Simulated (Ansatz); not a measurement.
**Au chain started as a zigzag: one chain at several levels of theory**

Wanted: the relaxed geometry and the open channels of the Au chain started as a zigzag, by several methods.

Program: Ansatz 0.2.0. Level of theory: DFT PBE, plane waves, PAW; relaxation of a chain's period, in the first sound run; inputs show where later runs differ. Results are calculated unless marked as measured.

### Step 1. The structure

The cell holds 2 atoms: 2 Au. Its edges and angles: a = 9.000 Å, b = 7.500 Å, c = 4.563 Å, α = 90.0°, β = 90.0°, γ = 90.0°. Vacuum lies along a and b. The structure's axis is c.

### Step 2. The relaxed wire, level PBE, cutoff 420 eV

Band widths follow the bond lengths, so the chain is relaxed first. The atoms and the third cell vector are free; the box across stays fixed as vacuum. Moments are seeded so that a magnetic state can form if it lies lower. A Fermi-Dirac smearing is set since the result may be a metal. The pressure printed is a third of the stress's trace over the whole box, vacuum included; only the stress along the axis is relaxed.

The input, input.yaml:

```yaml
crystal:
  lattice:
    - [9.0, 0.0, 0.0]
    - [0.0, 7.5, 0.0]
    - [0.0, 0.0, 4.5630731599]
  atoms:
    - { symbol: Au, position: [0.432604749, 0.5, 0.0], spin: 0.5 }
    - { symbol: Au, position: [0.567395251, 0.5, 0.5], spin: 0.5 }
magnetization:
  spin_polarized: true
kpoints:
  mp_grid: { grid: [1, 1, 18] }
scf:
  occupations: { method: fermi_dirac, width: 0.05 }
hamiltonian:
  xc: pbe
relax:
  cell: { fix: [a, b, alpha, beta, gamma] }
  max_steps: 60
```

The run is started by

```
$ ansatz run input.yaml --threads 4 --pin off --max-ram 8192MiB --backend cpu --events-out ev --progress --plain --runs-dir out
```

Numbers of over 12 decimals in the logs are rounded to 6 here.

The program printed:

```text
Engine: ansatz 0.2.0, aarch64-unknown-linux-gnu
Pseudopotentials: kind: paw
Pseudopotential: Au, paw, valence charge 19, recommended cutoff 420 eV (normal), Au.paw.azcp
Functional definition: PBE
  parameter kappa = 0.804
  parameter beta = 0.066725
  exchange = pbe_x(kappa = kappa, mu = beta*pi^2/3)
  correlation = pbe_c(beta = beta)
Crystal: 2 atoms, lattice volume = 308.007 Å³
Basis set: ecut = 420 eV, 5997 PW (Γ), exchange–correlation on 128×108×64 points (8 copies of the dense FFT grid, shifted against one another)
Bands: 24, of which v1, the nominal top of the filled ones, is band 19 counted from 1 (18 counted from 0)
Symmetry: 8 space group operations
Space group: Pmma (ITA 51), of the structure as read, at distance tolerance 6.8e-5 Å
Magnetic group: BNS 51.289 (UNI 387), of the structure as read, at distance tolerance 6.8e-5 Å
k-points: 10 of 18
Non-local potential: Au, projectors of the file, l = 0: 3, l = 1: 2, l = 2: 2, l = 3: 1
PAW form: soft (Blöchl's): semilocal exchange-correlation on the pseudo side does not see the compensation charge
PAW one-centre angular grid: Au, 590 points (default); XC on 64 Gauss nodes
Initial density: superposition of atomic densities (neutral atoms: chi_scale 0, normalization atom)
Starting moments: Σ|m| = 1 μB on 2 of 2 sites
Initial wavefunctions: pseudopotential atomic-orbital guess
Functional: x = pbe(κ = 0.804, μ = 0.219515), c = pbe(β = 0.066725)
iter 1 solved again at ethr=2.67e-3 eV; its pass at ethr=3.10e-3 eV (dr2=1.01e0 eV) is discarded
SCF iter   1: F=—  HF=-26296.318794 eV  |F-HF|=—  |Δ(HF+E_count)|=         —  Δρ=1.60e-2 (↑1.60e-2 ↓8.20e-3)  dr2=1.05e0  dr2_m=2.32e-1  M=0.095 μB ∫|m|=0.144 μB  β_m=0.30  ethr=2.67e-3  ⟨swp⟩=1.0  Hψ=2972  notcnv=0
preconditioner: auto → Resta (q_TF=auto, 1.925 Å⁻¹)  ε∞=3.6  [insulator: Δε(μ)=0.227 eV  Ē_g=6.175 eV  σ=0.050 eV  W_gap=0.81  n_scr=38 (ndim 8)  ℏωp=9.9 eV  f_vac=0.733  D(μ)=0.49/eV (n_scr^D=0)  ε∞_Penn≈3.6  vacuum switching on, ρ_ref=2.8e-3 e/Å³]
spin=Collinear: Resta preconditioning applied to the charge; magnetization (m = ρ↑ − ρ↓) channel mixes plain (no charge-response kernel on spin).
SCF iter   2: F=—  HF=-26296.125265 eV  |F-HF|=—  |Δ(HF+E_count)|=   1.94e-1  Δρ=9.31e-3 (↑9.31e-3 ↓6.60e-3)  dr2=2.45e-1  dr2_m=1.26e-1  M=0.076 μB ∫|m|=0.106 μB  β_m=0.30  ethr=2.67e-3  ⟨swp⟩=2.9  Hψ=760  notcnv=0
SCF iter   3: F=—  HF=-26296.079187 eV  |F-HF|=—  |Δ(HF+E_count)|=   4.61e-2  Δρ=5.64e-3 (↑4.67e-3 ↓5.64e-3)  dr2=2.48e-2  dr2_m=6.74e-2  M=0.060 μB ∫|m|=0.080 μB  β_m=0.30  ethr=6.44e-4  ⟨swp⟩=2.0  Hψ=842  notcnv=0  defer=4
SCF iter   4: F=—  HF=-26296.084862 eV  |F-HF|=—  |Δ(HF+E_count)|=   5.68e-3  Δρ=3.61e-3 (↑3.57e-3 ↓3.61e-3)  dr2=1.46e-3  dr2_m=3.59e-2  M=0.048 μB ∫|m|=0.063 μB  β_m=0.30  ethr=6.52e-5  ⟨swp⟩=2.4  Hψ=933  notcnv=0  defer=13
SCF iter   5: F=—  HF=-26296.090320 eV  |F-HF|=—  |Δ(HF+E_count)|=   5.46e-3  Δρ=2.64e-3 (↑2.64e-3 ↓2.61e-3)  dr2=4.02e-4  dr2_m=1.93e-2  M=0.038 μB ∫|m|=0.050 μB  β_m=0.30  ethr=3.85e-6  ⟨swp⟩=2.2  Hψ=687  notcnv=0  defer=13
SCF iter   6: F=—  HF=-26296.092909 eV  |F-HF|=—  |Δ(HF+E_count)|=   2.59e-3  Δρ=1.94e-3 (↑1.94e-3 ↓1.91e-3)  dr2=5.94e-5  dr2_m=1.04e-2  M=0.030 μB ∫|m|=0.040 μB  β_m=0.30  ethr=1.06e-6  ⟨swp⟩=2.0  Hψ=750  notcnv=0  defer=13
SCF iter   7: F=—  HF=-26296.094256 eV  |F-HF|=—  |Δ(HF+E_count)|=   1.35e-3  Δρ=1.44e-3 (↑1.40e-3 ↓1.44e-3)  dr2=7.98e-6  dr2_m=5.69e-3  M=0.023 μB ∫|m|=0.031 μB  β_m=0.30  ethr=1.56e-7  ⟨swp⟩=2.5  Hψ=913  notcnv=0  defer=13
Mixer restart at iter 7: flushing history
spin-set hold released at iteration 7 (site moments contracting): the magnetisation degrees of freedom join the quasi-Newton model from the next iteration; the mixer history was flushed
SCF iter   8: F=—  HF=-26296.094976 eV  |F-HF|=—  |Δ(HF+E_count)|=   7.19e-4  Δρ=1.06e-3 (↑1.04e-3 ↓1.06e-3)  dr2=1.80e-6  dr2_m=3.12e-3  M=0.018 μB ∫|m|=0.025 μB  β_m=0.65  ethr=2.10e-8  ⟨swp⟩=2.8  Hψ=878  notcnv=0  defer=13
SCF iter   9: F=—  HF=-26296.095905 eV  |F-HF|=—  |Δ(HF+E_count)|=   9.29e-4  Δρ=6.36e-5 (↑5.12e-5 ↓6.36e-5)  dr2=2.53e-6  dr2_m=8.86e-6  M=0.002 μB ∫|m|=0.004 μB  β_m=0.77  ethr=4.75e-9  ⟨swp⟩=3.2  Hψ=1083  notcnv=0  defer=13
SCF iter  10: F=—  HF=-26296.095915 eV  |F-HF|=—  |Δ(HF+E_count)|=   9.81e-6  Δρ=2.89e-5 (↑2.89e-5 ↓2.19e-5)  dr2=1.29e-6  dr2_m=1.57e-6  M=0.001 μB ∫|m|=0.002 μB  β_m=0.85  ethr=4.75e-9  ⟨swp⟩=2.3  Hψ=877  notcnv=0  defer=13
SCF iter  11: F=—  HF=-26296.095917 eV  |F-HF|=—  |Δ(HF+E_count)|=   2.01e-6  Δρ=1.27e-5 (↑8.19e-6 ↓1.27e-5)  dr2=7.10e-7  dr2_m=1.68e-7  M=0.000 μB ∫|m|=0.001 μB  β_m=0.78  ethr=3.40e-9  ⟨swp⟩=2.0  Hψ=829  notcnv=0  defer=13
SCF iter  12: F=—  HF=-26296.095917 eV  |F-HF|=—  |Δ(HF+E_count)|=   9.00e-8  Δρ=9.27e-7 (↑9.27e-7 ↓8.99e-7)  dr2=1.18e-10  dr2_m=2.33e-9  M=0.000 μB ∫|m|=0.000 μB  β_m=0.89  ethr=2.63e-10  ⟨swp⟩=3.0  Hψ=1878  notcnv=0
SCF iter  13: F=-26296.095917 eV  HF=-26296.095917 eV  |F-HF|=3.64e-12  |Δ(HF+E_count)|=   6.30e-9  Δρ=8.79e-8 (↑8.24e-8 ↓8.79e-8)  dr2=3.22e-11  dr2_m=1.57e-11  M=0.000 μB ∫|m|=0.000 μB  ethr=1.00e-12  ⟨swp⟩=3.0  Hψ=1165  notcnv=0
WARN: the starting moments were not kept: the SCF closed with an absolute magnetisation of 4.6e-6 μB, where they sum to 1 μB in size (2 sites). That is at most 0.1 of that sum. Measured as dr2_m measures the in/out step, that magnetisation stands 1.6e-12 eV from none, at or under the dr2_threshold of 1.0e-7 eV: it is no larger than a step whose dr2_m would equal this threshold. The system may hold no moment; this SCF [...]
SCF 1 converged in 13 iterations: F = -26296.095917 eV  dr2 = 3.22e-11
  greatest PAW one-centre occupation: 1.000 electrons in one spin orbital (limit 2), on the Au atom at site 1 (counted from 0), in its partial waves of l = 0
relax step   1: F+E_penalty+E_count = -26296.09591687 eV  Δ(F+E_penalty+E_count) = +0.000e0 eV  max|allowed force component| = 4.655e-1 eV/Å  Δτ_max = 0.0000 Å  P = -0.230 GPa  Ω = 308.007 Å³  fix = [a, b, alpha, beta, gamma]  reactions: a -0.314, b -0.083 GPa  (13 SCF iters, dr2 threshold 1.00e-7 eV, accepted)
Crystal: 2 atoms, lattice volume = 311.881 Å³
Basis set: ecut = 420 eV, 6085 PW (Γ), exchange–correlation on 128×108×64 points (8 copies of the dense FFT grid, shifted against one another)
Initial density: handed on by an earlier stage of this run
Starting moments: Σ|m| = 1 μB on 2 of 2 sites; this step starts from the density that it was given
Initial wavefunctions: those handed on with the density
iter 1 solved again at ethr=1.93e-4 eV; its pass at ethr=3.10e-3 eV (dr2=7.35e-2 eV) is discarded
[...]
iter 7 did not close the SCF: its close was put off for a magnetic moment that had not settled (scf_convergence_deferred on its scf_iter line)
SCF iter   7: F=-26296.140368 eV  HF=-26296.140368 eV  |F-HF|=8.73e-11  |Δ(HF+E_count)|=   2.88e-8  Δρ=3.36e-7 (↑3.05e-7 ↓3.36e-7)  dr2=4.34e-10  dr2_m=2.10e-10  M=0.000 μB ∫|m|=0.000 μB  β_m=0.89  ethr=1.41e-11  ⟨swp⟩=1.2  Hψ=1498  notcnv=0
SCF iter   8: F=-26296.140368 eV  HF=-26296.140368 eV  |F-HF|=3.64e-12  |Δ(HF+E_count)|=  4.51e-10  Δρ=5.77e-8 (↑5.77e-8 ↓5.00e-8)  dr2=4.89e-12  dr2_m=7.25e-12  M=0.000 μB ∫|m|=0.000 μB  ethr=1.14e-12  ⟨swp⟩=1.0  Hψ=1263  notcnv=0
the starting moments were not kept: the SCF closed with an absolute magnetisation of 4.4e-6 μB, where they sum to 1 μB in size (2 sites). That is at most 0.1 of that sum. Measured as dr2_m measures the in/out step, that magnetisation stands 1.9e-12 eV from none, at or under the dr2_threshold of 2.0e-7 eV: it is no larger than a step whose dr2_m would equal this threshold.
SCF 3 converged in 8 iterations: F = -26296.140368 eV  dr2 = 4.89e-12
relax step   3: F+E_penalty+E_count = -26296.14036815 eV  Δ(F+E_penalty+E_count) = -1.019e-2 eV  max|allowed force component| = 4.885e-3 eV/Å  Δτ_max = 0.0191 Å  P = +0.031 GPa  Ω = 313.737 Å³  energy of the carried Pulay correction = -2.421e-4 eV  fix = [a, b, alpha, beta, gamma]  reactions: a -0.013, b -0.080 GPa  (8 SCF iters, dr2 threshold 2.00e-7 eV, accepted)
[...]
relax step   4: F+E_penalty+E_count = -26296.14138899 eV  Δ(F+E_penalty+E_count) = -1.021e-3 eV  max|allowed force component| = 9.693e-3 eV/Å  Δτ_max = 0.0134 Å  P = -0.037 GPa  Ω = 316.313 Å³  energy of the carried Pulay correction = -3.495e-4 eV  fix = [a, b, alpha, beta, gamma]  reactions: a -0.010, b -0.079 GPa  (8 SCF iters, dr2 threshold 8.61e-8 eV, accepted)
Initial wavefunctions: pseudopotential atomic-orbital guess (no wavefunctions were taken with the density)
iter 1 solved again at ethr=8.91e-7 eV; its pass at ethr=3.10e-3 eV (dr2=3.39e-4 eV) is discarded
SCF iter   1: F=—  HF=-26296.138413 eV  |F-HF|=—  |Δ(HF+E_count)|=         —  Δρ=5.63e-5 (↑5.63e-5 ↓5.63e-5)  dr2=1.66e-6  dr2_m=7.12e-12  M=-0.000 μB ∫|m|=0.000 μB  β_m=0.30  ethr=8.91e-7  ⟨swp⟩=3.1  Hψ=3632  notcnv=0
preconditioner: auto → Resta (q_TF=auto, 1.916 Å⁻¹)  ε∞=3.2  [insulator: Δε(μ)=0.442 eV  Ē_g=6.676 eV  σ=0.050 eV  W_gap=0.50  n_scr=38 (ndim 8)  ℏωp=9.8 eV  f_vac=0.747  D(μ)=1.11/eV (n_scr^D=2)  ε∞_Penn≈3.2  vacuum switching on, ρ_ref=3.2e-3 e/Å³]
spin=Collinear: Resta preconditioning applied to the charge; magnetization (m = ρ↑ − ρ↓) channel mixes plain (no charge-response kernel on spin).
SCF iter   2: F=—  HF=-26296.139868 eV  |F-HF|=—  |Δ(HF+E_count)|=   1.45e-3  Δρ=3.94e-5 (↑3.94e-5 ↓3.94e-5)  dr2=7.39e-7  dr2_m=4.59e-12  M=-0.000 μB ∫|m|=0.000 μB  β_m=0.59  ethr=4.37e-9  ⟨swp⟩=2.3  Hψ=772  notcnv=0
SCF iter   3: F=—  HF=-26296.141685 eV  |F-HF|=—  |Δ(HF+E_count)|=   1.82e-3  Δρ=3.91e-6 (↑3.91e-6 ↓3.91e-6)  dr2=8.90e-8  dr2_m=5.47e-13  M=-0.000 μB ∫|m|=0.000 μB  β_m=0.66  ethr=1.94e-9  ⟨swp⟩=3.5  Hψ=1022  notcnv=0
SCF iter   4: F=—  HF=-26296.141722 eV  |F-HF|=—  |Δ(HF+E_count)|=   3.67e-5  Δρ=1.97e-6 (↑1.97e-6 ↓1.97e-6)  dr2=2.51e-8  dr2_m=2.29e-13  M=-0.000 μB ∫|m|=0.000 μB  β_m=0.83  ethr=2.34e-10  ⟨swp⟩=3.0  Hψ=782  notcnv=0
SCF iter   5: F=—  HF=-26296.141741 eV  |F-HF|=—  |Δ(HF+E_count)|=   1.91e-5  Δρ=2.17e-7 (↑2.17e-7 ↓2.17e-7)  dr2=5.57e-10  dr2_m=2.52e-14  M=-0.000 μB ∫|m|=0.000 μB  β_m=0.85  ethr=6.61e-11  ⟨swp⟩=3.0  Hψ=864  notcnv=0
SCF iter   6: F=—  HF=-26296.141825 eV  |F-HF|=—  |Δ(HF+E_count)|=   8.37e-5  Δρ=2.24e-7 (↑2.24e-7 ↓2.24e-7)  dr2=1.21e-9  dr2_m=3.54e-15  M=-0.000 μB ∫|m|=0.000 μB  β_m=0.85  ethr=1.46e-12  ⟨swp⟩=4.3  Hψ=1224  notcnv=0
SCF iter   7: F=—  HF=-26296.141825 eV  |F-HF|=—  |Δ(HF+E_count)|=  5.13e-10  Δρ=9.46e-8 (↑9.46e-8 ↓9.46e-8)  dr2=1.50e-10  dr2_m=2.00e-15  M=-0.000 μB ∫|m|=0.000 μB  β_m=0.92  ethr=1.46e-12  ⟨swp⟩=2.0  Hψ=682  notcnv=0
SCF iter   8: F=—  HF=-26296.141825 eV  |F-HF|=—  |Δ(HF+E_count)|=   6.88e-9  Δρ=4.52e-8 (↑4.49e-8 ↓4.52e-8)  dr2=5.59e-11  dr2_m=3.07e-16  M=-0.000 μB ∫|m|=0.000 μB  β_m=0.90  ethr=1.00e-12  ⟨swp⟩=2.0  Hψ=620  notcnv=0
SCF iter   9: F=-26296.141825 eV  HF=-26296.141825 eV  |F-HF|=2.91e-11  |Δ(HF+E_count)|=  1.56e-10  Δρ=7.25e-9 (↑7.25e-9 ↓7.23e-9)  dr2=1.02e-12  dr2_m=5.69e-17  M=-0.000 μB ∫|m|=0.000 μB  ethr=1.00e-12  ⟨swp⟩=4.8  Hψ=2054  notcnv=0
the starting moments were not kept: the SCF closed with an absolute magnetisation of 8.2e-9 μB, where they sum to 1 μB in size (2 sites). That is at most 0.1 of that sum. Measured as dr2_m measures the in/out step, that magnetisation stands 1.3e-17 eV from none, at or under the dr2_threshold of 2.0e-11 eV: it is no larger than a step whose dr2_m would equal this threshold.
SCF 5 converged in 9 iterations: F = -26296.141825 eV  dr2 = 1.02e-12
relax step   5: F+E_penalty+E_count = -26296.14182469 eV  Δ(F+E_penalty+E_count) = -4.357e-4 eV  max|allowed force component| = 9.474e-3 eV/Å  Δτ_max = 0.0000 Å  P = -0.038 GPa  Ω = 316.313 Å³  fix = [a, b, alpha, beta, gamma]  reactions: a -0.011, b -0.081 GPa  stress off target by 2.23e-2 GPa on what of the cell is left free  SCF on the basis re-selected at this cell (its energy is not comparable with the rows above)  (9 SCF iters)
basis re-selected at this cell: Δ(F+E_penalty+E_count) = -4.357e-4 eV, ΔP = -0.001 GPa vs the last step (what re-selecting the basis moved, of the pressure what is left beyond the Pulay correction that the steps carried, after the strain that the cell walked since its last selection, with what the two solves' SCF thresholds leave and, on support functions, any second-order correction that the steps lacked; it is no m [...]
SCF converged after 9 iterations
Magnetization: -0.0000 μB (19.0000 up, 19.0000 down)
Absolute magnetization: 0.0000 μB (∫|ρ↑−ρ↓|, with the PAW one-centre terms)
Spin contamination: 0.0000 ħ² per cell (⟨S²⟩ above its minimum at these occupations)
Per-site moments (μB) at R_I (Å): [(-2.317608507184961e-9, 1.050008), (-2.3176085467831353e-9, 1.050008)]
Free energy (F): -26296.141825 eV
Harris-Foulkes:  -26296.141825 eV  (|F-HF|=2.91e-11)
Internal energy: -26296.134042 eV  (E = F + TS)
E sigma→0 (E₀):  -26296.137934 eV
Entropy (-TS):   -0.007782 eV (-3.891 meV/atom)
Fermi energy:    -3.065437 eV
--- Per-component energies (eV) ---
  E_band       = -1236.810656
  E_kinetic    = 1211.066949
  E_local      = -12155.607153  (includes V_loc(G=0)·N_el)
  E_nonlocal   = 149.309506
  E_hartree    = 5415.463712
  E_xc         = -452.592258
  E_vxc        = -545.196520  (∫ρ·V_xc dr)
  E_paw        = -19415.369906  (= ΣΔE_a)
  E_vpaw       = -727.313808  (= ΣTr[D̂ρ^β])
  E_aug_tail   = 0.002886  (compensation charges beyond the density's cutoff)
  E_ewald      = -1048.407778
  E_smearing   = -0.007782  (= −TS)
  E_closure    = -0.000000  (closes the sum)
  Σ components = -26296.141825   (vs F -26296.141825, Δ=0.00e0)
--- Forces (eV/Å), atoms counted from 1 ---
  atom   1  Au    -0.00947441     0.00000000     0.00000000
  atom   2  Au     0.00947441     0.00000000     0.00000000
  max |Σ_I F_I| component: 0.00e0 eV/Å
--- Stress (GPa, compression-positive) ---
       -0.010792       0.000000       0.000000
        0.000000      -0.081254       0.000000
        0.000000       0.000000      -0.022299
  P = ⅓ Tr σ = -0.0381 GPa (-0.381 kbar)
--- Relaxed structure (4 steps of the walk, 4 accepted, 1 SCFs on fresh bases) ---
  F+E_penalty+E_count = -26296.14182469 eV   max|allowed force component| = 9.474e-3 eV/Å   (the final SCF, on the basis selected at the relaxed cell)
  cell:  # Å, volume = 316.3130 Å³
    - [9.0, 0.0, 0.0]
    - [0.0, 7.5, 0.0]
    - [0.0, 0.0, 4.686118]
  atoms:
    - { symbol: Au, position: [0.444736, 0.5, 0.0] }
    - { symbol: Au, position: [0.555264, 0.5, 0.500000] }
```

Run time: 12 s. Hardware: 4 threads of Arm Neoverse V2, shared host; peak memory 0.6 GiB; 46 s of CPU time.

Step by step:

```
step  energy less that of the first step (eV)  largest force component (eV/Å)  pressure (GPa)  volume (Å³)
   1                                   0.0000                          0.4655           -0.23       308.01
   2                                  -0.0343                          0.2531            0.27       311.88
   3                                  -0.0445                          0.0049            0.03       313.74
   4                                  -0.0455                          0.0097           -0.04       316.31
  5*                                  -0.0459                          0.0095           -0.04       316.31
```

Relaxation steps marked * repeat the geometry before them on a plane-wave basis chosen anew for their cell, so energy and pressure can jump there.

Forces are held to the 8 operations that the run works with; a distortion that breaks them can't arise in this run.

| cell as run | before | after | change |
| --- | --- | --- | --- |
| c (Å) | 4.563 | 4.686 | +2.7 % |

The atoms that moved most (Å, along periodic axes as changes of fractional coordinates times the final cell, across vacuum about the mean position):

```
atom      dx     dy     dz  length
 Au1   0.109  0.000  0.000   0.109
 Au2  -0.109  0.000  0.000   0.109
```

Final coordinates:

```
Au
1.0
     9.00000    0.00000    0.00000
     0.00000    7.50000    0.00000
     0.00000    0.00000    4.68612
Au
2
Direct
  0.44474 0.50000 0.00000
  0.55526 0.50000 0.50000
```

This step gave:

```
energy at zero smearing    : -26296.1379 eV
cell length along the wire : 4.686 Å
```

The cell's length comes to 4.686 Å with no moment.

[end of part 1 of 4]

[Logs are printed without paths, hosts, clocks, repeated set-up lines and the standing remarks that a program may print on its own settings, such as how far it seeks lower states.]

[Hosts, paths, dates, database ids (printed as entryN), source tags and the programs' standing remarks are cut or masked in the printed files.]
